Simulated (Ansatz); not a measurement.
## BeNi (Pm-3m): from the cell to its phonons

Wanted: phonon frequencies of BeNi (Pm-3m) and what follows from them.

Program: Ansatz 0.2.0. Level of theory: DFT PBEsol, scalar-relativistic, plane waves, PAW. Results are calculated unless marked as measured.

**1. Starting point**

Symmetry: Pm-3m, No. 221, cubic system. The conventional cell has a = 2.587 Å, b = 2.587 Å, c = 2.587 Å, α = 90.00°, β = 90.00°, γ = 90.00°. Be has 8 Ni at 2.24 Å nearest. Nearest to Ni lie 8 Be at 2.24 Å. Farther neighbours are not listed.

**2. Bringing the structure to rest**

Harmonic phonons are second derivatives at a point where the forces vanish, and they are wanted at zero stress, so atoms and cell are relaxed first.

Contents of input.yaml:

```yaml
crystal:
  lattice:
    - [2.58699959, 0.0, 0.0]
    - [0.0, 2.58699959, 0.0]
    - [0.0, 0.0, 2.58699959]
  atoms:
    - { symbol: Be, position: [0.0, 0.0, 0.0] }
    - { symbol: Ni, position: [0.5, 0.5, 0.5] }
kpoints:
  mp_grid: { grid: [14, 14, 14] }
hamiltonian:
  xc: pbesol
scf:
  occupations: { method: gaussian, width: 0.1 }
output:
  forces: true
  stress: true
  eigenvalues: true
relax:
  adjacent_minimum: "off"
  f_tol: 0.005
  max_steps: 80
  cell: { stress_tol: 0.05 }
```

The run is started by

```sh
> ansatz run input.yaml --threads 4 --pin off --max-ram 7168MiB --backend cpu --events-out ev --progress --plain --runs-dir out
```

Numbers of over 12 decimals in the logs are rounded to 6 here.

The log of the run:

```text
Engine: ansatz 0.2.0, aarch64-unknown-linux-gnu
Pseudopotentials: kind: paw
Pseudopotential: Be, paw, valence charge 2, recommended cutoff 420 eV (normal), Be.paw.azcp
Pseudopotential: Ni, paw, valence charge 18, recommended cutoff 420 eV (normal), Ni.paw.azcp
Functional definition: PBEsol
  exchange = pbesol_x
  correlation = pbesol_c
Crystal: 2 atoms, lattice volume = 17.314 Å³
Basis set: ecut = 420 eV, 341 PW (Γ), exchange–correlation on 36×36×36 points (8 copies of the dense FFT grid, shifted against one another)
Bands: 14, of which v1, the nominal top of the filled ones, is band 10 counted from 1 (9 counted from 0)
Symmetry: 48 space group operations
Space group: Pm-3m (ITA 221), of the structure as read, at distance tolerance 2.6e-5 Å
k-points: 120 of 2744
Non-local potential: Be, projectors of the file, l = 0: 2, l = 1: 2, l = 2: 1
Non-local potential: Ni, projectors of the file, l = 0: 3, l = 1: 2, l = 2: 3, l = 3: 1
PAW form: soft (Blöchl's): semilocal exchange-correlation on the pseudo side does not see the compensation charge
PAW frozen core: Be, regenerated for the run's functional, and the local potential with it (the file was generated under x = pbe(κ = 0.804, μ = 0.219515), c = pbe(β = 0.066725))
PAW frozen core: Ni, regenerated for the run's functional, and the local potential with it (the file was generated under x = pbe(κ = 0.804, μ = 0.219515), c = pbe(β = 0.066725))
PAW one-centre angular grid: Be, 110 points (default); XC on 64 Gauss nodes
PAW one-centre angular grid: Ni, 590 points (default); XC on 64 Gauss nodes
Initial density: superposition of atomic densities (neutral atoms: chi_scale 0, normalization atom), corrected by the library's trained network
Initial wavefunctions: pseudopotential atomic-orbital guess
Functional: x = pbesol(κ = 0.804, μ = 0.123457), c = pbesol(β = 0.046)
SCF iter   1: F=—  HF=-5896.311194 eV  |F-HF|=—  |Δ(HF+E_count)|=         —  Δρ=1.85e-2  dr2=3.12e-2  ethr=1.77e-3  ⟨swp⟩=5.0  Hψ=8608  notcnv=0
preconditioner: auto → none  [metal: Δε(μ)=0.004 eV  Ē_g=10.631 eV  σ=0.100 eV  W_gap=0.02  n_scr=6 (ndim 8)  ℏωp=30.9 eV  f_vac=0.000  D(μ)=0.95/eV (n_scr^D=6)  sad-step TF]
SCF iter   2: F=—  HF=-5896.306689 eV  |F-HF|=—  |Δ(HF+E_count)|=   4.50e-3  Δρ=6.69e-3  dr2=4.19e-3  ethr=1.56e-4  ⟨swp⟩=1.9  Hψ=2894  notcnv=0  defer=5
SCF iter   3: F=—  HF=-5896.306124 eV  |F-HF|=—  |Δ(HF+E_count)|=   5.66e-4  Δρ=6.36e-4  dr2=3.02e-5  ethr=2.09e-5  ⟨swp⟩=2.0  Hψ=2144  notcnv=0  defer=5
SCF iter   4: F=—  HF=-5896.306106 eV  |F-HF|=—  |Δ(HF+E_count)|=   1.72e-5  Δρ=5.86e-5  dr2=2.13e-7  ethr=1.51e-7  ⟨swp⟩=2.4  Hψ=2745  notcnv=0  defer=5
iter 5 did not close the SCF: its close was put off for the readings that it lacked (scf_convergence_deferred on its scf_iter line)
SCF iter   5: F=-5896.306106 eV  HF=-5896.306106 eV  |F-HF|=7.57e-9  |Δ(HF+E_count)|=  2.82e-10  Δρ=1.27e-5  dr2=1.44e-8  ethr=1.07e-9  ⟨swp⟩=2.2  Hψ=2446  notcnv=0  defer=5
SCF iter   6: F=-5896.306106 eV  HF=-5896.306106 eV  |F-HF|=3.55e-11  |Δ(HF+E_count)|=  1.36e-10  Δρ=1.10e-6  dr2=9.76e-11  ethr=7.20e-11  ⟨swp⟩=2.7  Hψ=5402  notcnv=0
SCF 1 converged in 6 iterations: F = -5896.306106 eV  dr2 = 9.76e-11
  greatest PAW one-centre occupation: 1.001 electrons in one spin orbital (limit 2), on the Ni atom at site 1 (counted from 0), in its partial waves of l = 1
relax step   1: F+E_penalty+E_count = -5896.30610632 eV  Δ(F+E_penalty+E_count) = +0.000e0 eV  max|allowed force component| = 5.141e-29 eV/Å  Δτ_max = 0.0000 Å  P = -0.882 GPa  Ω = 17.314 Å³  (6 SCF iters, dr2 threshold 1.00e-7 eV, accepted)
Crystal: 2 atoms, lattice volume = 17.277 Å³
Initial density: handed on by an earlier stage of this run
Initial wavefunctions: those handed on with the density
iter 1 solved again at ethr=2.83e-7 eV; its pass at ethr=3.10e-3 eV (dr2=5.66e-5 eV) is discarded
SCF iter   1: F=—  HF=-5896.306279 eV  |F-HF|=—  |Δ(HF+E_count)|=         —  Δρ=6.77e-4  dr2=5.85e-5  ethr=2.83e-7  ⟨swp⟩=2.4  Hψ=9773  notcnv=0
preconditioner: auto → none  [metal: Δε(μ)=0.012 eV  Ē_g=10.682 eV  σ=0.100 eV  W_gap=0.07  n_scr=6 (ndim 8)  ℏωp=30.9 eV  f_vac=0.000  D(μ)=0.99/eV (n_scr^D=6)]
SCF iter   2: F=—  HF=-5896.306270 eV  |F-HF|=—  |Δ(HF+E_count)|=   8.85e-6  Δρ=1.32e-4  dr2=2.78e-6  ethr=2.83e-7  ⟨swp⟩=1.0  Hψ=1681  notcnv=0
iter 3 did not close the SCF: its close was put off for the readings that it lacked (scf_convergence_deferred on its scf_iter line)
SCF iter   3: F=-5896.306270 eV  HF=-5896.306270 eV  |F-HF|=1.57e-8  |Δ(HF+E_count)|=   4.49e-7  Δρ=1.52e-5  dr2=2.85e-8  ethr=1.39e-8  ⟨swp⟩=1.1  Hψ=1702  notcnv=0
iter 4 did not close the SCF: its close was put off for the readings that it lacked (scf_convergence_deferred on its scf_iter line)
SCF iter   4: F=-5896.306270 eV  HF=-5896.306270 eV  |F-HF|=2.21e-10  |Δ(HF+E_count)|=  4.54e-10  Δρ=2.57e-6  dr2=1.54e-10  ethr=1.42e-10  ⟨swp⟩=2.3  Hψ=2495  notcnv=0
iter 5 did not close the SCF: its close was put off for the readings that it lacked (scf_convergence_deferred on its scf_iter line)
SCF iter   5: F=-5896.306270 eV  HF=-5896.306270 eV  |F-HF|=2.73e-12  |Δ(HF+E_count)|=  2.25e-10  Δρ=1.60e-7  dr2=5.66e-12  ethr=1.00e-12  ⟨swp⟩=2.4  Hψ=2664  notcnv=0
SCF iter   6: F=-5896.306270 eV  HF=-5896.306270 eV  |F-HF|=1.82e-12  |Δ(HF+E_count)|=  2.73e-12  Δρ=2.32e-8  dr2=7.85e-14  ethr=1.00e-12  ⟨swp⟩=1.0  Hψ=3847  notcnv=0
SCF 2 converged in 6 iterations: F = -5896.306270 eV  dr2 = 7.85e-14
relax step   2: F+E_penalty+E_count = -5896.30626968 eV  Δ(F+E_penalty+E_count) = -1.634e-4 eV  max|allowed force component| = 4.215e-30 eV/Å  Δτ_max = 0.0000 Å  P = -0.468 GPa  Ω = 17.277 Å³  energy of the carried Pulay correction = +8.697e-6 eV  (6 SCF iters, dr2 threshold 2.00e-7 eV, accepted)
Crystal: 2 atoms, lattice volume = 17.236 Å³
iter 1 solved again at ethr=3.59e-7 eV; its pass at ethr=3.10e-3 eV (dr2=7.19e-5 eV) is discarded
SCF iter   1: F=—  HF=-5896.306352 eV  |F-HF|=—  |Δ(HF+E_count)|=         —  Δρ=7.64e-4  dr2=7.43e-5  ethr=3.59e-7  ⟨swp⟩=2.4  Hψ=9772  notcnv=0
preconditioner: auto → none  [metal: Δε(μ)=0.010 eV  Ē_g=10.703 eV  σ=0.100 eV  W_gap=0.06  n_scr=6 (ndim 8)  ℏωp=31.0 eV  f_vac=0.000  D(μ)=0.98/eV (n_scr^D=6)]
SCF iter   2: F=—  HF=-5896.306340 eV  |F-HF|=—  |Δ(HF+E_count)|=   1.17e-5  Δρ=1.48e-4  dr2=3.49e-6  ethr=3.59e-7  ⟨swp⟩=1.0  Hψ=1682  notcnv=0
iter 3 did not close the SCF: its close was put off for the readings that it lacked (scf_convergence_deferred on its scf_iter line)
SCF iter   3: F=-5896.306339 eV  HF=-5896.306339 eV  |F-HF|=2.05e-8  |Δ(HF+E_count)|=   5.68e-7  Δρ=1.73e-5  dr2=3.69e-8  ethr=1.75e-8  ⟨swp⟩=1.1  Hψ=1702  notcnv=0
iter 4 did not close the SCF: its close was put off for the readings that it lacked (scf_convergence_deferred on its scf_iter line)
SCF iter   4: F=-5896.306339 eV  HF=-5896.306339 eV  |F-HF|=2.81e-10  |Δ(HF+E_count)|=  6.97e-10  Δρ=2.90e-6  dr2=2.00e-10  ethr=1.85e-10  ⟨swp⟩=2.3  Hψ=2486  notcnv=0
iter 5 did not close the SCF: its close was put off for the readings that it lacked (scf_convergence_deferred on its scf_iter line)
SCF iter   5: F=-5896.306339 eV  HF=-5896.306339 eV  |F-HF|=7.28e-12  |Δ(HF+E_count)|=  2.87e-10  Δρ=1.88e-7  dr2=8.01e-12  ethr=1.00e-12  ⟨swp⟩=2.3  Hψ=2632  notcnv=0
SCF iter   6: F=-5896.306339 eV  HF=-5896.306339 eV  |F-HF|=1.82e-12  |Δ(HF+E_count)|=  3.64e-12  Δρ=2.45e-8  dr2=9.42e-14  ethr=1.00e-12  ⟨swp⟩=1.0  Hψ=3841  notcnv=0
SCF 3 converged in 6 iterations: F = -5896.306339 eV  dr2 = 9.42e-14
relax step   3: F+E_penalty+E_count = -5896.30633931 eV  Δ(F+E_penalty+E_count) = -6.963e-5 eV  max|allowed force component| = 2.860e-30 eV/Å  Δτ_max = 0.0000 Å  P = +0.003 GPa  Ω = 17.236 Å³  energy of the carried Pulay correction = +1.849e-5 eV  (6 SCF iters, dr2 threshold 2.00e-7 eV, accepted)
Initial wavefunctions: pseudopotential atomic-orbital guess (no wavefunctions were taken with the density)
iter 1 solved again at ethr=4.46e-8 eV; its pass at ethr=3.10e-3 eV (dr2=8.92e-6 eV) is discarded
SCF iter   1: F=—  HF=-5896.306315 eV  |F-HF|=—  |Δ(HF+E_count)|=         —  Δρ=9.24e-6  dr2=4.16e-9  ethr=4.46e-8  ⟨swp⟩=3.1  Hψ=13419  notcnv=0
preconditioner: auto → none  [metal: Δε(μ)=0.012 eV  Ē_g=10.706 eV  σ=0.100 eV  W_gap=0.07  n_scr=6 (ndim 8)  ℏωp=31.0 eV  f_vac=0.000  D(μ)=0.98/eV (n_scr^D=6)]
SCF iter   2: F=—  HF=-5896.306317 eV  |F-HF|=—  |Δ(HF+E_count)|=   2.29e-6  Δρ=2.96e-6  dr2=6.52e-10  ethr=2.08e-11  ⟨swp⟩=2.1  Hψ=2909  notcnv=0
SCF iter   3: F=—  HF=-5896.306317 eV  |F-HF|=—  |Δ(HF+E_count)|=  1.86e-10  Δρ=1.58e-6  dr2=7.51e-11  ethr=3.26e-12  ⟨swp⟩=1.1  Hψ=1697  notcnv=0
SCF iter   4: F=—  HF=-5896.306317 eV  |F-HF|=—  |Δ(HF+E_count)|=  9.28e-11  Δρ=4.12e-7  dr2=2.80e-11  ethr=1.00e-12  ⟨swp⟩=1.1  Hψ=1689  notcnv=0
iter 5 did not close the SCF: its close was put off for the readings that it lacked (scf_convergence_deferred on its scf_iter line)
SCF iter   5: F=-5896.306317 eV  HF=-5896.306317 eV  |F-HF|=4.55e-12  |Δ(HF+E_count)|=  4.55e-12  Δρ=1.87e-7  dr2=4.97e-12  ethr=1.00e-12  ⟨swp⟩=1.0  Hψ=1680  notcnv=0
iter 6 did not close the SCF: its close was put off for the readings that it lacked (scf_convergence_deferred on its scf_iter line)
SCF iter   6: F=-5896.306317 eV  HF=-5896.306317 eV  |F-HF|=9.09e-13  |Δ(HF+E_count)|=  1.82e-12  Δρ=5.59e-8  dr2=4.42e-13  ethr=1.00e-12  ⟨swp⟩=1.0  Hψ=1680  notcnv=0
iter 7 did not close the SCF: its close was put off for the readings that it lacked (scf_convergence_deferred on its scf_iter line)
SCF iter   7: F=-5896.306317 eV  HF=-5896.306317 eV  |F-HF|=0.00e0  |Δ(HF+E_count)|=  9.09e-13  Δρ=2.07e-9  dr2=4.51e-16  ethr=1.00e-12  ⟨swp⟩=1.0  Hψ=1680  notcnv=0
iter 8 did not close the SCF: its close was put off for the readings that it lacked (scf_convergence_deferred on its scf_iter line)
SCF iter   8: F=-5896.306317 eV  HF=-5896.306317 eV  |F-HF|=9.09e-13  |Δ(HF+E_count)|=  9.09e-13  Δρ=7.80e-10  dr2=8.41e-17  ethr=1.00e-12  ⟨swp⟩=1.0  Hψ=1680  notcnv=0
SCF iter   9: F=-5896.306317 eV  HF=-5896.306317 eV  |F-HF|=9.09e-13  |Δ(HF+E_count)|=  9.09e-13  Δρ=1.15e-10  dr2=1.78e-18  ethr=1.00e-12  ⟨swp⟩=2.0  Hψ=4345  notcnv=0
SCF 4 converged in 9 iterations: F = -5896.306317 eV  dr2 = 1.78e-18
relax step   4: F+E_penalty+E_count = -5896.30631701 eV  Δ(F+E_penalty+E_count) = +2.230e-5 eV  max|allowed force component| = 2.383e-30 eV/Å  Δτ_max = 0.0000 Å  P = +0.004 GPa  Ω = 17.236 Å³  stress off target by 3.51e-3 GPa  SCF on the basis re-selected at this cell (its energy is not comparable with the rows above)  (9 SCF iters)
basis re-selected at this cell: Δ(F+E_penalty+E_count) = +2.230e-5 eV, ΔP = +0.000 GPa vs the last step (what re-selecting the basis moved, of the pressure what is left beyond the Pulay correction that the steps carried, after the strain that the cell walked since its last selection, with what the two solves' SCF thresholds leave and, on support functions, any second-order correction that the steps lacked; it is no m [...]
SCF converged after 9 iterations
Free energy (F): -5896.306317 eV
Harris-Foulkes:  -5896.306317 eV  (|F-HF|=9.09e-13)
Internal energy: -5896.301393 eV  (E = F + TS)
E sigma→0 (E₀):  -5896.303855 eV
Entropy (-TS):   -0.004924 eV (-2.462 meV/atom)
Fermi energy:    15.263123 eV
--- Per-component energies (eV) ---
  E_band       = -323.181307
  E_kinetic    = 306.752369
  E_local      = -4047.984797  (includes V_loc(G=0)·N_el)
  E_nonlocal   = 639.559136
  E_hartree    = 1717.489878
  E_xc         = -105.697088
  E_vxc        = -132.245137  (∫ρ·V_xc dr)
  E_paw        = -1651.769239  (= ΣΔE_a)
  E_vpaw       = -524.243176  (= ΣTr[D̂ρ^β])
  E_aug_tail   = 0.000541  (compensation charges beyond the density's cutoff)
  E_ewald      = -2754.859015
  E_core_change = 0.206820  (= ΣΔE_core)
  E_smearing   = -0.004924  (= −TS)
  E_closure    = -0.000000  (closes the sum)
  Σ components = -5896.306317   (vs F -5896.306317, Δ=0.00e0)
--- Forces (eV/Å), atoms counted from 1 ---
  atom   1  Be    -0.00000000     0.00000000    -0.00000000
  atom   2  Ni     0.00000000     0.00000000     0.00000000
  max |Σ_I F_I| component: 4.70e-30 eV/Å
--- Stress (GPa, compression-positive) ---
        0.003509       0.000000       0.000000
        0.000000       0.003509      -0.000000
        0.000000      -0.000000       0.003509
  P = ⅓ Tr σ = 0.0035 GPa (0.035 kbar)
--- Band table (eV; the first three rows and the last of 120) ---
  k-point 0: bands = [... 6 lower, 11.5665, 13.9375, 13.9375, 13.9375, 22.2450, 22.2450, 22.2450, 29.5867]
  k-point 1: bands = [... 6 lower, 11.5873, 13.8740, 13.8740, 13.9418, 21.6009, 22.4116, 22.4116, 29.6096]
  k-point 2: bands = [... 6 lower, 11.6461, 13.7040, 13.7040, 13.9539, 20.1820, 22.8912, 22.8912, 29.6781]
  k-point 119: bands = [... 6 lower, 10.5194, 14.5676, 14.5676, 20.9464, 20.9464, 20.9464, 21.4443, 21.4443]
--- Relaxed structure (3 steps of the walk, 3 accepted, 1 SCFs on fresh bases) ---
  F+E_penalty+E_count = -5896.30631701 eV   max|allowed force component| = 2.383e-30 eV/Å   (the final SCF, on the basis selected at the relaxed cell)
  cell:  # Å, volume = 17.2357 Å³
    - [2.583112, 0, 0]
    - [0, 2.583112, 0.0]
    - [0, 0.0, 2.583112]
  atoms:
    - { symbol: Be, position: [0, 0, 0] }
    - { symbol: Ni, position: [0.5, 0.5, 0.5] }
```

Run time: 2.2 s. Hardware: 4 threads of Arm Neoverse V2, shared host; peak memory 0.32 GiB; 7.4 s of CPU time.

This run has no spin polarisation, although Ni can carry a moment.

Step by step:

```csv
step,energy less that of the first step (eV),largest force component (eV/Å),pressure (GPa),volume (Å³)
1,0.0000,0.0000,-0.88,17.31
2,-0.0002,0.0000,-0.47,17.28
3,-0.0002,0.0000,0.00,17.24
4*,-0.0002,0.0000,0.00,17.24
```

Relaxation steps marked * repeat the geometry before them on a plane-wave basis chosen anew for their cell, so energy and pressure can jump there.

Forces are held to the 48 operations that the run works with; a distortion that breaks them can't arise in this run.

```csv
"conventional cell, symmetrised",before,after,change
a (Å),2.587,2.583,-0.2 %
b (Å),2.587,2.583,-0.2 %
c (Å),2.587,2.583,-0.2 %
volume (Å³/atom),8.66,8.62,-0.5 %
```

The relaxed structure:

```
Be Ni
1.0
     2.58311    0.00000    0.00000
     0.00000    2.58311    0.00000
     0.00000    0.00000    2.58311
Be Ni
1 1
Direct
  0.00000 0.00000 0.00000
  0.50000 0.50000 0.50000
```

This step gave:

| Item | Value |
| --- | --- |
| pressure | 0.003509 GPa |
| volume per atom | 8.618 Å³ |
| gap on the k-mesh | 0 eV |

In this step the volume went from 8.66 to 8.62 Å³/atom.

**3. Relaxing to small forces for the phonons**

Phonons need a cell at rest on their own settings, so the relaxation is repeated with tight tolerances on forces and stress, using the mesh and the filling of the phonon run that follows.

Contents of input.yaml:

```yaml
crystal:
  lattice:
    - [2.5831122743, 0.0, 0.0]
    - [0.0, 2.5831122743, 0.0]
    - [0.0, 0.0, 2.5831122743]
  atoms:
    - { symbol: Be, position: [0.0, 0.0, 0.0] }
    - { symbol: Ni, position: [0.5, 0.5, 0.5] }
kpoints:
  mp_grid: { grid: [16, 16, 16] }
hamiltonian:
  xc: pbesol
scf:
  occupations: { method: methfessel_paxton, width: 0.15 }
output:
  forces: true
  stress: true
  eigenvalues: true
  write_density: true
  write_potential: true
  elf: true
  volumetric_format: npy
relax:
  adjacent_minimum: "off"
  f_tol: 0.001
  max_steps: 60
  cell: { stress_tol: 0.01 }
```

The log of the run:

```text
[...]
Crystal: 2 atoms, lattice volume = 17.236 Å³
Basis set: ecut = 420 eV, 341 PW (Γ), exchange–correlation on 36×36×36 points (8 copies of the dense FFT grid, shifted against one another)
Bands: 14, of which v1, the nominal top of the filled ones, is band 10 counted from 1 (9 counted from 0)
Symmetry: 48 space group operations
[...]
k-points: 165 of 4096
[...]
k-point 164: bands = [... 6 lower, 10.5208, 14.5711, 14.5711, 20.9467, 20.9467, 20.9467, 21.4455, 21.4455]
--- Relaxed structure (1 steps of the walk, 1 accepted, 1 SCFs on fresh bases) ---
[...]
cell:  # Å, volume = 17.2357 Å³
    - [2.5831122743, 0.0, 0.0]
    - [0.0, 2.5831122743, 0.0]
    - [0.0, 0.0, 2.5831122743]
  atoms:
    - { symbol: Be, position: [0.0, 0.0, 0.0] }
    - { symbol: Ni, position: [0.5, 0.5, 0.5] }
[key lines of the parts left out:]
SCF converged after 6 iterations
Free energy (F): -5896.302796 eV
Fermi energy:    15.281551 eV
P = ⅓ Tr σ = -0.0023 GPa (-0.023 kbar)
```

Elapsed: 1.6 s, on 4 threads; peak memory 0.34 GiB; 5.4 s of CPU time.

Little changed from the start: no atom moved by 0.005 Å and no cell edge by 0.1 %.

Numbers from this step:

```
pressure : -0.002295 GPa
```

ELF in the ac plane at fractional y = 0.000, with atoms of Be within 0.2 Å of it. It is the smooth field of the valence electrons, not physical close to the nuclei.

Values, 13 rows by 13 columns:
```
0.00 0.00 0.05 0.24 0.42 0.47 0.47 0.47 0.47 0.42 0.24 0.05 0.00
0.03 0.05 0.17 0.36 0.45 0.46 0.44 0.44 0.46 0.45 0.36 0.17 0.05
0.20 0.24 0.36 0.45 0.46 0.44 0.41 0.41 0.44 0.46 0.45 0.36 0.24
0.41 0.42 0.45 0.46 0.44 0.40 0.38 0.38 0.40 0.44 0.46 0.45 0.42
0.48 0.47 0.46 0.44 0.40 0.37 0.35 0.35 0.37 0.40 0.44 0.46 0.47
0.48 0.47 0.44 0.41 0.38 0.35 0.33 0.33 0.35 0.38 0.41 0.44 0.47
0.48 0.47 0.44 0.41 0.38 0.35 0.33 0.33 0.35 0.38 0.41 0.44 0.47
0.48 0.47 0.46 0.44 0.40 0.37 0.35 0.35 0.37 0.40 0.44 0.46 0.47
0.41 0.42 0.45 0.46 0.44 0.40 0.38 0.38 0.40 0.44 0.46 0.45 0.42
0.20 0.24 0.36 0.45 0.46 0.44 0.41 0.41 0.44 0.46 0.45 0.36 0.24
0.03 0.05 0.17 0.36 0.45 0.46 0.44 0.44 0.46 0.45 0.36 0.17 0.05
0.00 0.00 0.05 0.24 0.42 0.47 0.47 0.47 0.47 0.42 0.24 0.05 0.00
0.00 0.00 0.03 0.20 0.41 0.48 0.48 0.48 0.48 0.41 0.20 0.03 0.00
```
Columns run along a (2.6 Å), rows up along c (2.6 Å). Atoms in or near the plane, at fractional coordinates: Be at (0.00, 0.00).

Electrostatic potential energy in the ac plane at fractional y = 0.000, with atoms of Be within 0.2 Å of it. With pseudopotentials it is smooth inside the atoms' cores, unlike the true potential.

Values in eV, 13 rows by 13 columns:
```
-29 -29 -18  -2  10  14  16  16  14  10  -2 -18 -29
-22 -18  -8   4  12  15  16  16  15  12   4  -8 -18
 -5  -2   4  10  13  15  16  16  15  13  10   4  -2
  9  10  12  13  15  15  16  16  15  15  13  12  10
 14  14  15  15  15  15  15  15  15  15  15  15  14
 16  16  16  16  16  15  15  15  15  16  16  16  16
 16  16  16  16  16  15  15  15  15  16  16  16  16
 14  14  15  15  15  15  15  15  15  15  15  15  14
  9  10  12  13  15  15  16  16  15  15  13  12  10
 -5  -2   4  10  13  15  16  16  15  13  10   4  -2
-22 -18  -8   4  12  15  16  16  15  12   4  -8 -18
-29 -29 -18  -2  10  14  16  16  14  10  -2 -18 -29
-29 -29 -22  -5   9  14  16  16  14   9  -5 -22 -29
```
Columns run along a (2.6 Å; values clipped at the 3rd and 97th percentile), rows up along c (2.6 Å). Atoms in or near the plane, at fractional coordinates: Be at (0.00, 0.00).

Valence density in the ac plane at fractional y = 0.000, with atoms of Be within 0.2 Å of it. It is the smooth field of the valence electrons, not physical close to the nuclei.

Values in e/Å³, 13 rows by 13 columns:
```
0.09 0.13 0.20 0.25 0.26 0.25 0.25 0.25 0.25 0.26 0.25 0.20 0.13
0.18 0.20 0.24 0.27 0.27 0.26 0.26 0.26 0.26 0.27 0.27 0.24 0.20
0.25 0.25 0.27 0.27 0.28 0.28 0.28 0.28 0.28 0.28 0.27 0.27 0.25
0.26 0.26 0.27 0.28 0.29 0.29 0.29 0.29 0.29 0.29 0.28 0.27 0.26
0.25 0.25 0.26 0.28 0.29 0.30 0.31 0.31 0.30 0.29 0.28 0.26 0.25
0.24 0.25 0.26 0.28 0.29 0.31 0.34 0.34 0.31 0.29 0.28 0.26 0.25
0.24 0.25 0.26 0.28 0.29 0.31 0.34 0.34 0.31 0.29 0.28 0.26 0.25
0.25 0.25 0.26 0.28 0.29 0.30 0.31 0.31 0.30 0.29 0.28 0.26 0.25
0.26 0.26 0.27 0.28 0.29 0.29 0.29 0.29 0.29 0.29 0.28 0.27 0.26
0.25 0.25 0.27 0.27 0.28 0.28 0.28 0.28 0.28 0.28 0.27 0.27 0.25
0.18 0.20 0.24 0.27 0.27 0.26 0.26 0.26 0.26 0.27 0.27 0.24 0.20
0.09 0.13 0.20 0.25 0.26 0.25 0.25 0.25 0.25 0.26 0.25 0.20 0.13
0.05 0.09 0.18 0.25 0.26 0.25 0.24 0.24 0.25 0.26 0.25 0.18 0.09
```
Columns run along a (2.6 Å), rows up along c (2.6 Å). Atoms in or near the plane, at fractional coordinates: Be at (0.00, 0.00).

The forces vanish by symmetry and the pressure is -0.002 GPa, within the tolerances set. The cell now holds 8.62 Å³/atom.

(Part 1 of 2 ends here.)

[Logs are printed without paths, hosts, clocks, repeated set-up lines and the standing remarks that a program may print on its own settings, such as how far it seeks lower states.]

[Hosts, paths, dates, database ids (printed as entryN), source tags and the programs' standing remarks are cut or masked in the printed files.]
